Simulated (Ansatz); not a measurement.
# An extra electron or hole in glassy 69GeO2-31ZnO (mol %) (78 atoms): runs compared

Aim: add and remove one electron in glassy 69GeO2-31ZnO (mol %) (78 atoms), with atoms held and relaxed, and read trapping energy and localisation.

Computed with Ansatz 0.2.0: Kohn-Sham DFT, PBE, PAW (set soft_1), plane waves.

## 1. The cell as built

The cell holds 78 atoms: 20 Ge, 9 Zn and 49 O. Its edges and angles: a = 10.468 Å, b = 10.468 Å, c = 10.468 Å, α = 90.0°, β = 90.0°, γ = 90.0°. 78 atoms (20 Ge, 9 Zn, 49 O) placed at random at 3.98 g/cm³, melted at 4000 K for 10 ps at fixed volume with the Morse and Coulomb pair potential with partial charges (Pedone, Malavasi, Menziani, Cormack and Segre, J. Phys. Chem. B 110, 11780 (2006)). Quenched from 4000 K to 300 K at 20 K/ps and fixed volume, held 10 ps at zero pressure.

What the set-up can't give: The quench rate of 20 K/ps is orders of magnitude faster than experiment, which tends to freeze in extra defects. The starting topology of bonds comes from the classical model, and needn't be the one that DFT or experiment would give. Only the Γ point is sampled, in a cell whose shortest periodic width is 10 Å.

## 2. The reference run

The reference is a single point at the end of the relaxation.

The charged cells start from the geometry of this run, on a uniform background, with spin and a narrow Fermi–Dirac smearing.

Its input, with most atom lines left out:

```yaml
crystal:
  lattice:
    - [10.46827, 0.0, 0.0]
    - [0.0, 10.46827, 0.0]
    - [0.0, 0.0, 10.46827]
  atoms:
    - { symbol: Ge, position: [0.42015, 0.05792, 0.31475] }
    - { symbol: Ge, position: [0.78796, 0.38037, 0.63962] }
    - { symbol: Ge, position: [0.52907, 0.34021, 0.82803] }
    - { symbol: Ge, position: [0.62382, 0.01019, 0.53118] }
    - { symbol: Ge, position: [0.19071, 0.0423, 0.52571] }
    - { symbol: Ge, position: [0.10918, 0.95295, 0.19518] }
    - { symbol: Ge, position: [0.68049, 0.99254, 0.15127] }
    [... atom lines 8 to 78 left out ...]
kpoints:
  mp_grid: { grid: [1, 1, 1] }
hamiltonian:
  xc: pbe
  pseudopotentials: { kind: paw, azcp: { folder: soft_1 } }
scf:
  occupations: { method: gaussian, width: 0.05 }
output:
  forces: true
  stress: true
  populations: intrinsic
  dos:
    method: { smearing: { sigma: 0.1 } }
    de: 0.1
    projected: { site_lists: { Ge: [Ge], O: [O], Zn: [Zn] } }
  eigenvalues: true
  write_density: true
  write_potential: true
  volumetric_format: npy
```

```
free energy per atom   : -1840.6159 eV/atom
r.m.s. force component : 0.01065 eV/Å
pressure               : -1.3 GPa
```

Filled and empty levels are parted by 1.70 eV (at Γ alone); a semilocal functional tends to put such gaps too low. In a disordered cell it changes from sample to sample, and tail or defect levels can set it.

## 3. The runs

Each row is one run, on 4 threads of Intel Xeon Platinum 8559C (Emerald Rapids), shared host. The free energy is the program's total, comparable only between runs with the same functional, potentials and atoms; between charge states it hangs on the program's zero of potential.

```csv
run,atoms,outcome,"ionic steps, all passes",free energy (eV),time,host memory (GiB)
Single point at the start,78,converged,-,-143559.969,8.1 s,1.7
Relaxation,78,converged,12,-143568.044,65 s,1.7
Single point at the relaxed geometry,78,converged,-,-143568.044,13 s,1.7
"An extra electron, atoms held",78,converged,-,-143562.375,35 s,2.7
"An extra electron, atoms relaxed",78,converged,3,-143562.392,69 s,2.7
"An extra electron, levels at the relaxed geometry",78,converged,-,-143562.392,30 s,2.7
Neutral at the geometry of the electron,78,converged,-,-143568.028,11 s,1.7
"An extra hole, atoms held",78,converged,-,-143571.802,46 s,2.7
"An extra hole, atoms relaxed",78,converged,21,-143572.015,4.8 min,2.6
"An extra hole, levels at the relaxed geometry",78,converged,-,-143572.015,28 s,2.7
Neutral at the geometry of the hole,78,converged,-,-143567.289,12 s,1.7
```

Local excerpt of 10 atoms (numbers count through the whole input) about O35, which holds the most spin of the extra hole after relaxation; x, y, z are measured from there.

```csv
atom,x,y,z,distance (Å),Löwdin charge (e),moment (μB)
O35,0.00,0.00,0.00,0.00,-0.68,0.35
Ge14,0.32,1.09,-1.37,1.78,1.49,0.00
Zn23,0.13,0.76,1.75,1.92,1.54,0.01
O57,-2.39,-0.21,-0.22,2.41,-0.70,0.34
Ge10,-1.92,-1.45,0.97,2.60,1.46,0.00
O41,1.78,1.85,-0.76,2.68,-0.70,0.04
O64,-1.09,-0.76,2.37,2.72,-0.78,0.00
O34,0.09,0.16,-2.85,2.85,-0.67,0.00
O30,-0.80,2.45,-1.41,2.93,-0.69,0.00
O32,-1.10,-2.74,0.14,2.96,-0.68,0.00
```

## 4. Energies and spread of the extra charge

Energies are differences within one cell and functional; the shift is the gain plus the neutral cell's energy at the new geometry, that is how much cheaper the vertical process becomes there. The spread is the participation number of the site moments (1/Σw², over the spin inside atomic spheres), with the atom that holds the largest share and the spin that the spheres hold in all.

```csv
carrier,"charged less neutral, atoms held (eV)",gain on relaxing (eV),"neutral cell at that geometry, less the reference (eV)",shift of the vertical energy (eV),"spread, atoms held","spread, relaxed"
electron,5.668,0.017,0.015,0.032,68; O45 3 % of 0.09 μB,67; O45 3 % of 0.12 μB
hole,-3.759,0.213,0.755,0.968,17; O57 16 % of 0.86 μB,3; O35 40 % of 0.88 μB
```

## 5. What came out

The extra electron gains 0.017 eV as the atoms relax, and its spin stays on about 67 atoms: it stays spread out at this level. The cell with the electron keeps a moment of only 0.29 μB where one unpaired electron should give 1 μB: the carrier is shared between both spins, which can hide trapping. With the atoms held, the spheres hold only 0.09 of the 0.22 μB, so the spread is read from a small part of the spin. The extra hole gains 0.21 eV as the atoms relax, and its spin goes from about 17 to 3 atoms: a partial localisation as the atoms move, with the largest share on O35. The O35–Ge10 distance goes from 2.10 to 2.60 Å. Adding the two vertical energies gives 1.91 eV, against a gap of 1.70 eV in the neutral cell. The zero of the potential cancels in this sum; the excess isn't taken apart here: charging of a small cell, filling of bands on a coarse mesh and the attraction to the background can all enter.

Caveats: Single energies of charged cells hang on the program's zero of potential. In the spin-polarised runs the search for a state of lower energy was switched off. No distortion was seeded, so a trapped state behind a barrier can't be found. Local and semilocal functionals favour spread-out charges, so trapping can be missed. Charged cells carry a uniform background, with no correction for images.

The DFT runs together took 10 min of wall time.

[Logs are printed without paths, hosts, clocks, repeated set-up lines and the standing remarks that a program may print on its own settings, such as how far it seeks lower states.]

[Hosts, paths, dates, database ids (printed as entryN), source tags and the programs' standing remarks are cut or masked in the printed files.]
